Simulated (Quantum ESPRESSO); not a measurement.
# Dipole at the next field: F-AlN-H chair, 1 layer

Method. Quantum ESPRESSO 7.5, PBEsol, GBRV ultrasoft; sawtooth field along the normal with dipole correction, ions clamped, threshold 1e-9 Ry; cell area 8.684 Å².

```tsv
field (V/Å)	dipole (e Å a cell)
0	−0.35210
0.1	−0.33692
0.2	−0.32164
```

**Question.** What is the dipole at 0.4 V/Å, and what electrostatic thickness 4πα/A follows from the rows?

**Fit.** The slope is (−0.32164 − (−0.35210))/0.2 = 0.1523 e Å²/V, so 4πα/A = 180.95 × 0.1523/8.684 = 3.17 Å. Linear response gives p = −0.35210 + 0.1523 × (0.4) = −0.29118 e Å; a parabola through the three rows gives −0.29078.

**The withheld run.** p = −0.29066 e Å. The line misses by 0.8 % of the induced dipole and the parabola by 0.2 %. The response is linear over this range.

**Limits.** Electrons alone respond; local and semilocal functionals tend to overscreen.

[Logs are printed without paths, hosts, clocks, repeated set-up lines and the standing remarks that a program may print on its own settings, such as how far it seeks lower states.]
